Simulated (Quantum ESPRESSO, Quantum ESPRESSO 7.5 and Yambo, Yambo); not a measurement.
# Quasiparticle gap of PtS2 (1T monolayer) in Yambo

Aim: the G0W0 gap of PtS2 (1T monolayer) on PBE with spin-orbit coupling, step by step.

Main program and level: Quantum ESPRESSO 7.5 and Yambo 5.3.0; PBE and many-body steps on it, plane waves.

**1. The starting structure**

The cell holds 3 atoms: 1 Pt and 2 S. Cell: a = 3.574 Å, b = 3.574 Å, c = 15.000 Å, α = 90.0°, β = 90.0°, γ = 120.0°. Vacuum lies along c.

The structure was relaxed with PBE. The runs that relaxed it are not among those shown.

**2. Ground state**

This step: Quantum ESPRESSO 7.5; DFT, PBE with spin-orbit coupling, plane waves, norm-conserving pseudopotentials.

The ground-state density comes first.

pw.in

```
&control
  calculation = 'scf'
  prefix = 'x'
  outdir = 'o'
  pseudo_dir = 'pseudo'
/
&system
  ibrav = 0
  nat = 3
  ntyp = 2
  ecutwfc = 76.0
  nbnd = 40
  force_symmorphic = .true.
  noncolin = .true.
  lspinorb = .true.
/
&electrons
  conv_thr = 1e-10
  electron_maxstep = 80
  mixing_beta = 0.5
/
ATOMIC_SPECIES
  Pt 195.08 Pt.upf
  S 32.06 S.upf
CELL_PARAMETERS angstrom
  3.5735303220 0.0000000000 0.0000000000
  -1.7867651610 3.0947680400 0.0000000000
  0.0000000000 0.0000000000 15.0000000000
ATOMIC_POSITIONS crystal
  Pt 0.0000000000 0.0000000000 0.5000000000
  S 0.3333333333 0.6666666667 0.5818569338
  S 0.6666666667 0.3333333333 0.4181430662
K_POINTS automatic
  12 12 1 0 0 0
```

Launch:

```sh
$ OMP_NUM_THREADS=1 mpirun -n 4 pw.x -nk 4 -in pw.in > pw.out
```

Output:

```text
Program PWSCF v.7.5 starts

     This program is part of the open-source Quantum ESPRESSO suite
     for quantum simulation of materials; please cite
         "P. Giannozzi et al., J. Phys.:Condens. Matter 21 395502 (2009);
         "P. Giannozzi et al., J. Phys.:Condens. Matter 29 465901 (2017);
         "P. Giannozzi et al., J. Chem. Phys. 152 154105 (2020);
     in publications or presentations arising from this work. More details at
     Message from routine setup:
     using ibrav=0 with symmetry is DISCOURAGED, use correct ibrav instead

     G-vector sticks info

     bravais-lattice index     =            0
     lattice parameter (alat)  =       6.7530  a.u.
     unit-cell volume          =    1119.4725 (a.u.)^3
     number of atoms/cell      =            3
     number of atomic types    =            2
     number of electrons       =        30.00
     number of Kohn-Sham states=           40
     kinetic-energy cutoff     =      76.0000  Ry
     charge density cutoff     =     304.0000  Ry
     scf convergence threshold =      1.0E-10
     mixing beta               =       0.5000
     number of iterations used =            8  plain     mixing
     Exchange-correlation= PBE
                           (   1   4   3   4   0   0   0)
     Non magnetic calculation with spin-orbit

     celldm(1)=   6.752994  celldm(2)=   0.000000  celldm(3)=   0.000000
     celldm(4)=   0.000000  celldm(5)=   0.000000  celldm(6)=   0.000000

     crystal axes: (cart. coord. in units of alat)
               a(1) = (   1.000000   0.000000   0.000000 )
               a(2) = (  -0.500000   0.866025   0.000000 )
               a(3) = (   0.000000   0.000000   4.197530 )

     reciprocal axes: (cart. coord. in units 2 pi/alat)
               b(1) = (  1.000000  0.577350 -0.000000 )
               b(2) = (  0.000000  1.154701  0.000000 )
               b(3) = (  0.000000 -0.000000  0.238235 )
     Pseudo is Norm-conserving + core correction, Zval = 18.0
     Generated using ONCVPSP code by D. R. Hamann
     Using radial grid of 1374 points, 14 beta functions with:
     Pseudo is Norm-conserving + core correction, Zval =  6.0
     Generated using ONCVPSP code by D. R. Hamann
     Using radial grid of 1146 points, 10 beta functions with:
     Pt               18.00   195.08000     Pt( 1.00)
     S                 6.00    32.06000     S ( 1.00)

     12 Sym. Ops., with inversion, found

   Cartesian axes

     site n.     atom                  positions (alat units)
         1        Pt     tau(   1) = (   0.0000000   0.0000000   2.0987649  )
         2        S      tau(   2) = (  -0.0000000   0.5773503   2.4423618  )
         3        S      tau(   3) = (   0.5000000   0.2886751   1.7551680  )

     number of k points=    19
                       cart. coord. in units 2pi/alat
        k(    1) = (   0.0000000   0.0000000   0.0000000), wk =   0.0069444
        k(    2) = (   0.0000000   0.0962250   0.0000000), wk =   0.0416667
        k(    3) = (   0.0000000   0.1924501   0.0000000), wk =   0.0416667
        k(    4) = (   0.0000000   0.2886751   0.0000000), wk =   0.0416667
        k(    5) = (   0.0000000   0.3849002   0.0000000), wk =   0.0416667
        k(    6) = (   0.0000000   0.4811252   0.0000000), wk =   0.0416667
        k(    7) = (   0.0000000  -0.5773503   0.0000000), wk =   0.0208333
        k(    8) = (   0.0833333   0.1443376   0.0000000), wk =   0.0416667
        k(    9) = (   0.0833333   0.2405626   0.0000000), wk =   0.0833333
        k(   10) = (   0.0833333   0.3367877   0.0000000), wk =   0.0833333
     [... 7 further rows ...]
        k(   18) = (   0.2500000   0.5292377   0.0000000), wk =   0.0833333
        k(   19) = (   0.3333333   0.5773503   0.0000000), wk =   0.0138889

     Dense  grid:   100255 G-vectors     FFT dimensions: (  40,  40, 160)

     Initial potential from superposition of free atoms

     starting charge      29.9998, renormalised to      30.0000
     Starting wfcs are   36 randomized atomic wfcs +    4 random wfcs

     per-process dynamical memory:   215.6 Mb

     Self-consistent Calculation

     iteration #  1     ecut=    76.00 Ry     beta= 0.50

     total energy              =    -305.62502251 Ry
     estimated scf accuracy    <       0.50225709 Ry

     iteration #  2     ecut=    76.00 Ry     beta= 0.50

     total energy              =    -305.73722699 Ry
     estimated scf accuracy    <       0.78233200 Ry

     iteration #  3     ecut=    76.00 Ry     beta= 0.50

     total energy              =    -305.85584527 Ry
     estimated scf accuracy    <       0.00570542 Ry

     iteration #  4     ecut=    76.00 Ry     beta= 0.50

     total energy              =    -305.85674570 Ry
     estimated scf accuracy    <       0.00157062 Ry

     iteration #  5     ecut=    76.00 Ry     beta= 0.50

     total energy              =    -305.85698331 Ry
     estimated scf accuracy    <       0.00001116 Ry

     iteration #  6     ecut=    76.00 Ry     beta= 0.50

     total energy              =    -305.85699161 Ry
     estimated scf accuracy    <       0.00000031 Ry

     iteration #  7     ecut=    76.00 Ry     beta= 0.50

     total energy              =    -305.85699172 Ry
     estimated scf accuracy    <       0.00000006 Ry

     iteration #  8     ecut=    76.00 Ry     beta= 0.50

     total energy              =    -305.85699173 Ry
     estimated scf accuracy    <          6.1E-09 Ry

     iteration #  9     ecut=    76.00 Ry     beta= 0.50

     total energy              =    -305.85699173 Ry
     estimated scf accuracy    <          4.0E-10 Ry

     iteration # 10     ecut=    76.00 Ry     beta= 0.50

     End of self-consistent calculation

          k = 0.0000 0.0000 0.0000 ( 12619 PWs)   bands (ev):

   -99.2988 -99.2988 -64.5667 -64.5667 -49.6257 -49.6257 -49.5562 -49.5562
   -14.8846 -14.8846 -12.6588 -12.6588  -6.7123  -6.7123  -6.4190  -6.4190
    -6.0155  -6.0155  -3.8604  -3.8604  -3.6726  -3.6726  -1.6039  -1.6039
    -1.5722  -1.5722  -1.2961  -1.2961  -1.0842  -1.0842   2.1863   2.1863
     2.4535   2.4535   4.4819   4.4819   4.8911   4.8911   5.4351   5.4351

          k = 0.0000 0.0962 0.0000 ( 12571 PWs)   bands (ev):

   -99.2988 -99.2988 -64.5668 -64.5668 -49.6269 -49.6269 -49.5564 -49.5564
   -14.7992 -14.7992 -12.6805 -12.6805  -6.6788  -6.6788  -6.3777  -6.3777
    -5.9492  -5.9492  -3.9617  -3.9617  -3.7687  -3.7687  -2.0541  -2.0541
    -1.4361  -1.4361  -1.1961  -1.1961  -0.9244  -0.9244   1.8553   1.8553
     2.2502   2.2502   4.6829   4.6829   5.1595   5.1595   5.6781   5.6781

          k = 0.0000 0.1925 0.0000 ( 12560 PWs)   bands (ev):

   -99.2987 -99.2987 -64.5673 -64.5673 -49.6303 -49.6303 -49.5569 -49.5569
   -14.5535 -14.5535 -12.7403 -12.7403  -6.5884  -6.5884  -6.2570  -6.2570
    -5.7555  -5.7555  -4.3515  -4.3515  -3.9347  -3.9347  -2.6095  -2.6095
    -1.2855  -1.2855  -1.0995  -1.0995  -0.8336  -0.8336   1.1683   1.1683
     2.0020   2.0020   5.1570   5.1570   5.5658   5.5658   5.8815   5.8815

          k = 0.0000 0.2887 0.0000 ( 12528 PWs)   bands (ev):

     [... further k-points ...]

     highest occupied, lowest unoccupied level (ev):    -0.8190    0.9174

!    total energy              =    -305.85699173 Ry
     estimated scf accuracy    <          6.4E-12 Ry

     The total energy is the sum of the following terms:
     one-electron contribution =    -938.72144041 Ry
     hartree contribution      =     468.54898061 Ry
     xc contribution           =     -60.28389857 Ry
     ewald contribution        =     224.59936663 Ry

     convergence has been achieved in  10 iterations

     XML data file, charge density, pseudopotentials, collected wavefunctions

=------------------------------------------------------------------------------=
   JOB DONE.
=------------------------------------------------------------------------------=
```

The job ended after 1.9 min (4 MPI ranks of Arm Neoverse V1, shared host; peak memory 1.4 GiB).

Numbers from this step:

| Property | Result |
| --- | --- |
| total energy | -4161.3964 eV |
| gap | 1.736 eV |
| k of the valence top | 0.1667, 0.1667, 0 |
| k of the conduction bottom | 0, 0.25, 0 |
| least direct gap | 1.848 eV |

The gap is indirect, with the least direct gap 0.11 eV higher.

**3. Bands along the symmetry lines**

Levels along a band path, at the cheap level, show where the edges lie and whether the meshes to come will hold them.

pw.in

```
&control
  calculation = 'bands'
  prefix = 'x'
  outdir = 'o'
  pseudo_dir = 'pseudo'
/
&system
  ibrav = 0
  nat = 3
  ntyp = 2
  ecutwfc = 76.0
  nbnd = 42
  force_symmorphic = .true.
  noncolin = .true.
  lspinorb = .true.
/
&electrons
  conv_thr = 1e-9
  electron_maxstep = 80
  diago_full_acc = .true.
  diago_thr_init = 5e-6
/
ATOMIC_SPECIES
  Pt 195.08 Pt.upf
  S 32.06 S.upf
CELL_PARAMETERS angstrom
  3.5735303220 0.0000000000 0.0000000000
  -1.7867651610 3.0947680400 0.0000000000
  0.0000000000 0.0000000000 15.0000000000
ATOMIC_POSITIONS crystal
  Pt 0.0000000000 0.0000000000 0.5000000000
  S 0.3333333333 0.6666666667 0.5818569338
  S 0.6666666667 0.3333333333 0.4181430662
K_POINTS crystal
  25
  0.00000000 0.00000000 0.00000000 1
  0.06250000 0.00000000 0.00000000 1
  0.12500000 0.00000000 0.00000000 1
  0.18750000 0.00000000 0.00000000 1
  0.25000000 0.00000000 0.00000000 1
  0.31250000 0.00000000 0.00000000 1
  0.37500000 0.00000000 0.00000000 1
  0.43750000 0.00000000 0.00000000 1
  0.50000000 0.00000000 0.00000000 1
  0.47916667 0.04166667 0.00000000 1
  0.45833333 0.08333333 0.00000000 1
  0.43750000 0.12500000 0.00000000 1
  0.41666666 0.16666666 0.00000000 1
  0.39583333 0.20833333 0.00000000 1
  0.37500000 0.25000000 0.00000000 1
  0.35416666 0.29166666 0.00000000 1
  0.33333333 0.33333333 0.00000000 1
  0.29166666 0.29166666 0.00000000 1
  0.25000000 0.25000000 0.00000000 1
  0.20833333 0.20833333 0.00000000 1
  0.16666666 0.16666666 0.00000000 1
  0.12500000 0.12500000 0.00000000 1
  0.08333333 0.08333333 0.00000000 1
  0.04166667 0.04166667 0.00000000 1
  0.00000000 0.00000000 0.00000000 1
```

Output:

```text
[banner, memory and clock lines left out]
Program PWSCF v.7.5 starts

     Atomic positions and unit cell read from directory:
     o/x.save/

     Message from routine setup:
     using ibrav=0 with symmetry is DISCOURAGED, use correct ibrav instead

     G-vector sticks info

     bravais-lattice index     =            0
     lattice parameter (alat)  =       6.7530  a.u.
     unit-cell volume          =    1119.4725 (a.u.)^3
     number of atoms/cell      =            3
     number of atomic types    =            2
     number of electrons       =        30.00
     number of Kohn-Sham states=           42
     kinetic-energy cutoff     =      76.0000  Ry
     charge density cutoff     =     304.0000  Ry
     Exchange-correlation= PBE
                           (   1   4   3   4   0   0   0)
     Non magnetic calculation with spin-orbit

     celldm(1)=   6.752994  celldm(2)=   0.000000  celldm(3)=   0.000000
     celldm(4)=   0.000000  celldm(5)=   0.000000  celldm(6)=   0.000000

     crystal axes: (cart. coord. in units of alat)
               a(1) = (   1.000000   0.000000   0.000000 )
               a(2) = (  -0.500000   0.866025   0.000000 )
               a(3) = (   0.000000   0.000000   4.197530 )

     reciprocal axes: (cart. coord. in units 2 pi/alat)
               b(1) = (  1.000000  0.577350 -0.000000 )
               b(2) = (  0.000000  1.154701  0.000000 )
               b(3) = (  0.000000 -0.000000  0.238235 )
     Pseudo is Norm-conserving + core correction, Zval = 18.0
     Generated using ONCVPSP code by D. R. Hamann
     Using radial grid of 1374 points, 14 beta functions with:
     Pseudo is Norm-conserving + core correction, Zval =  6.0
     Generated using ONCVPSP code by D. R. Hamann
     Using radial grid of 1146 points, 10 beta functions with:
     Pt               18.00   195.08000     Pt( 1.00)
     S                 6.00    32.06000     S ( 1.00)

     12 Sym. Ops., with inversion, found

   Cartesian axes

     site n.     atom                  positions (alat units)
         1        Pt     tau(   1) = (   0.0000000   0.0000000   2.0987649  )
         2        S      tau(   2) = (  -0.0000000   0.5773503   2.4423618  )
         3        S      tau(   3) = (   0.5000000   0.2886751   1.7551680  )

     number of k points=    25
                       cart. coord. in units 2pi/alat
        k(    1) = (   0.0000000   0.0000000   0.0000000), wk =   0.0400000
        k(    2) = (   0.0625000   0.0360844   0.0000000), wk =   0.0400000
        k(    3) = (   0.1250000   0.0721688   0.0000000), wk =   0.0400000
[...]
[... 13 further rows ...]
        k(   24) = (   0.0416667   0.0721688   0.0000000), wk =   0.0400000
        k(   25) = (   0.0000000   0.0000000   0.0000000), wk =   0.0400000

     Dense  grid:   100255 G-vectors     FFT dimensions: (  40,  40, 160)

     The potential is recalculated from file :
     o/x.save/charge-density

     Starting wfcs are   36 randomized atomic wfcs +    6 random wfcs

     Band Structure Calculation

     End of band structure calculation

          k = 0.0000 0.0000 0.0000 ( 12619 PWs)   bands (ev):

   -99.2988 -99.2988 -64.5666 -64.5666 -49.6257 -49.6257 -49.5561 -49.5561
   -14.8846 -14.8846 -12.6587 -12.6587  -6.7123  -6.7123  -6.4190  -6.4190
    -6.0155  -6.0155  -3.8603  -3.8603  -3.6726  -3.6725  -1.6039  -1.6039
[...]
5.8108   5.8108

          k = 0.0625 0.0361 0.0000 ( 12589 PWs)   bands (ev):

[...]
5.9077   5.9077

          k = 0.1250 0.0722 0.0000 ( 12568 PWs)   bands (ev):

[...]
6.1811   6.1811

[...]
k = 0.0417 0.0722 0.0000 ( 12589 PWs)   bands (ev):

[...]
5.9392   5.9392

          k = 0.0000 0.0000 0.0000 ( 12619 PWs)   bands (ev):

[...]
-1.5722  -1.5722  -1.2961  -1.2961  -1.0842  -1.0842   2.1863   2.1863
     2.4536   2.4536   4.4819   4.4819   4.8911   4.8911   5.4352   5.4352
     5.8108   5.8108

     XML data file, pseudopotentials, collected wavefunctions
```

Wall time 60 s (4 MPI ranks); peak memory 0.83 GiB.

This step gave:

- gap: 1.736 eV
- k of the valence top: 0.1667, 0.1667, 0
- k of the conduction bottom: 0.25, 0, 0
- least direct gap: 1.848 eV

The gap is 1.736 eV, as in the run before at this level.

The electronic bands at the labelled points (eV, zero at the top of the highest filled band):

```csv
point,band 27,band 28,band 29,band 30,band 31,band 32,band 33,band 34
Γ,-0.48,-0.48,-0.27,-0.27,3.01,3.01,3.27,3.27
halfway,-0.37,-0.37,-0.11,-0.11,1.74,1.74,2.72,2.72
M,-1.49,-1.49,-1.42,-1.42,2.70,2.70,2.98,2.98
halfway,-1.16,-1.16,-0.76,-0.76,2.23,2.23,2.59,2.59
K,-0.85,-0.85,-0.67,-0.67,2.07,2.07,2.16,2.16
halfway,-0.57,-0.57,0.00,0.00,2.03,2.03,2.14,2.14
Γ,-0.48,-0.48,-0.27,-0.27,3.01,3.01,3.27,3.27
```

**4. Empty states on the mesh, 6×6×1 mesh, 292 bands**

The sums over transitions need many empty states on a uniform mesh; this step solves for them.

pw.in

```
&control
  calculation = 'nscf'
  prefix = 'x'
  outdir = 'o'
  pseudo_dir = 'pseudo'
/
&system
  ibrav = 0
  nat = 3
  ntyp = 2
  ecutwfc = 76.0
  nbnd = 292
  force_symmorphic = .true.
  noncolin = .true.
  lspinorb = .true.
/
&electrons
  conv_thr = 1e-9
  electron_maxstep = 80
  diago_full_acc = .true.
  diago_thr_init = 5e-6
/
ATOMIC_SPECIES
  Pt 195.08 Pt.upf
  S 32.06 S.upf
CELL_PARAMETERS angstrom
  3.5735303220 0.0000000000 0.0000000000
  -1.7867651610 3.0947680400 0.0000000000
  0.0000000000 0.0000000000 15.0000000000
ATOMIC_POSITIONS crystal
  Pt 0.0000000000 0.0000000000 0.5000000000
  S 0.3333333333 0.6666666667 0.5818569338
  S 0.6666666667 0.3333333333 0.4181430662
K_POINTS automatic
  6 6 1 0 0 0
```

Output:

```text
[banner, memory and clock lines left out]
Program PWSCF v.7.5 starts

     Atomic positions and unit cell read from directory:
     o/x.save/

     Message from routine setup:
     using ibrav=0 with symmetry is DISCOURAGED, use correct ibrav instead

     G-vector sticks info

     bravais-lattice index     =            0
     lattice parameter (alat)  =       6.7530  a.u.
     unit-cell volume          =    1119.4725 (a.u.)^3
     number of atoms/cell      =            3
     number of atomic types    =            2
     number of electrons       =        30.00
     number of Kohn-Sham states=          292
     kinetic-energy cutoff     =      76.0000  Ry
     charge density cutoff     =     304.0000  Ry
     Exchange-correlation= PBE
                           (   1   4   3   4   0   0   0)
     Non magnetic calculation with spin-orbit

     celldm(1)=   6.752994  celldm(2)=   0.000000  celldm(3)=   0.000000
     celldm(4)=   0.000000  celldm(5)=   0.000000  celldm(6)=   0.000000

     crystal axes: (cart. coord. in units of alat)
               a(1) = (   1.000000   0.000000   0.000000 )
               a(2) = (  -0.500000   0.866025   0.000000 )
               a(3) = (   0.000000   0.000000   4.197530 )

     reciprocal axes: (cart. coord. in units 2 pi/alat)
               b(1) = (  1.000000  0.577350 -0.000000 )
               b(2) = (  0.000000  1.154701  0.000000 )
               b(3) = (  0.000000 -0.000000  0.238235 )
     Pseudo is Norm-conserving + core correction, Zval = 18.0
     Generated using ONCVPSP code by D. R. Hamann
     Using radial grid of 1374 points, 14 beta functions with:
     Pseudo is Norm-conserving + core correction, Zval =  6.0
     Generated using ONCVPSP code by D. R. Hamann
     Using radial grid of 1146 points, 10 beta functions with:
     Pt               18.00   195.08000     Pt( 1.00)
     S                 6.00    32.06000     S ( 1.00)

     12 Sym. Ops., with inversion, found

   Cartesian axes

     site n.     atom                  positions (alat units)
         1        Pt     tau(   1) = (   0.0000000   0.0000000   2.0987649  )
         2        S      tau(   2) = (  -0.0000000   0.5773503   2.4423618  )
         3        S      tau(   3) = (   0.5000000   0.2886751   1.7551680  )

     number of k points=     7
                       cart. coord. in units 2pi/alat
        k(    1) = (   0.0000000   0.0000000   0.0000000), wk =   0.0277778
        k(    2) = (   0.0000000   0.1924501   0.0000000), wk =   0.1666667
        k(    3) = (   0.0000000   0.3849002   0.0000000), wk =   0.1666667
        k(    4) = (   0.0000000  -0.5773503   0.0000000), wk =   0.0833333
        k(    5) = (   0.1666667   0.2886751   0.0000000), wk =   0.1666667
        k(    6) = (   0.1666667   0.4811252   0.0000000), wk =   0.3333333
        k(    7) = (   0.3333333   0.5773503   0.0000000), wk =   0.0555556

     Dense  grid:   100255 G-vectors     FFT dimensions: (  40,  40, 160)

     The potential is recalculated from file :
     o/x.save/charge-density

     Starting wfcs are   36 randomized atomic wfcs +  256 random wfcs

     Band Structure Calculation

     End of band structure calculation

          k = 0.0000 0.0000 0.0000 ( 12619 PWs)   bands (ev):

   -99.2988 -99.2988 -64.5666 -64.5666 -49.6257 -49.6257 -49.5561 -49.5561
   -14.8846 -14.8846 -12.6587 -12.6587  -6.7123  -6.7123  -6.4190  -6.4190
    -6.0155  -6.0155  -3.8603  -3.8603  -3.6726  -3.6726  -1.6039  -1.6039
[...]
[... 25 further rows ...]
[...]
51.9310  51.9312  51.9626  51.9627

          k = 0.0000 0.1925 0.0000 ( 12560 PWs)   bands (ev):

[...]
[... 25 further rows ...]
[...]
50.1562  50.1562  50.2798  50.2801

          k = 0.0000 0.3849 0.0000 ( 12540 PWs)   bands (ev):

[...]
15.2105  15.2105  16.5043  16.5043  16.7543  16.7543  17.1767  17.1767
     [... 25 further rows ...]
    47.7637  47.7637  48.3677  48.3677  48.6708  48.6708  48.7072  48.7072
    49.3497  49.3498  49.4087  49.4087

          k = 0.0000-0.5774 0.0000 ( 12518 PWs)   bands (ev):

     [... further k-points ...]

     highest occupied, lowest unoccupied level (ev):    -0.8190    1.1683

     XML data file, pseudopotentials, collected wavefunctions
```

Run time: 4.6 min. Hardware: 4 MPI ranks; peak memory 2.8 GiB; 18 min of CPU time.

Numbers from this step:

* gap: 1.987 eV
* k of the valence top: 0.1667, 0.1667, 0
* k of the conduction bottom: 0, 0.1667, 0
* least direct gap: 2.002 eV
* k points computed: 7
* lowest point of the top converged band, above the valence top: 48.45 eV

On this mesh the gap is 1.987 eV. The earlier step found 1.736 eV, so this mesh misses an edge.

[end of part 1 of 2]

[Paths, hosts, dates, memory and timing lines, banners, echoed tables and standing remarks are left out of the program output.]

[Logs are printed without paths, hosts, clocks, repeated set-up lines and the standing remarks that a program may print on its own settings, such as how far it seeks lower states.]

[Runs of the session that timed out or met a known fault of the program may be left out.]

[Hosts, paths, dates, database ids (printed as entryN), source tags and the programs' standing remarks are cut or masked in the printed files.]
